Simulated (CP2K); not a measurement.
Consider ethylamine at its PBE geometry (Å).

```xyz
10

C     1.0539    0.4726   -0.0231
C    -0.0855   -0.5317   -0.1592
N    -1.3896    0.1483   -0.0528
H     2.0287   -0.0248   -0.1208
H     0.9803    1.2553   -0.7901
H     1.0296    0.9629    0.9624
H     0.0519   -1.3414    0.5844
H    -0.0419   -1.0062   -1.1519
H    -2.1522   -0.5293   -0.1127
H    -1.4752    0.5943    0.8639
```

Method: CP2K XAS_TDP, all-electron GAPW, PBEh(45%), aug-cc-pVDZ, TDA, GW2X-corrected core level, no relativity.

Predict the bright core excitations at the C K edge.

Leading lines: C1 289.88 eV and C2 290.50 eV. The leading line of an atom is its first one with 35 % of the strongest within 2.5 eV of its lowest line over the strength cut. Core ionisation energies at this level: C1 291.89 and C2 292.67 eV.

The first six lines of each atom with a strength over 0.0015:

```csv
atom,energy (eV),states,"strength, one atom",above the computed threshold
C1 (bonded to C and 3 H),289.88,1,0.0061,
,290.57,1,0.0166,
,290.75,1,0.0087,
,290.89,1,0.0073,
,291.47,1,0.0048,
,291.79,1,0.0054,
"C2 (bonded to C, N and 2 H)",290.50,1,0.0114,
,291.27,1,0.0181,
,291.48,1,0.0066,
,292.69,1,0.0048,yes
,292.80,1,0.0070,yes
,292.90,1,0.0037,yes
```

Lines are vertical, at one geometry, with no vibrational structure. GW2X ionisation energies and lines can be off by 1 to 2 eV either way, and a good line position may hide errors that cancel. These values hold no scalar relativity, about 0.1 eV for C 1s. Rydberg lines, and the discretised continuum above threshold, depend on the basis and the box.

[Banner, clock and machine lines of the logs are left out without a mark of their own.]

[Logs are printed without paths, hosts, clocks, repeated set-up lines and the standing remarks that a program may print on its own settings, such as how far it seeks lower states.]

[Hosts, paths, dates, database ids (printed as entryN), source tags and the programs' standing remarks are cut or masked in the printed files.]
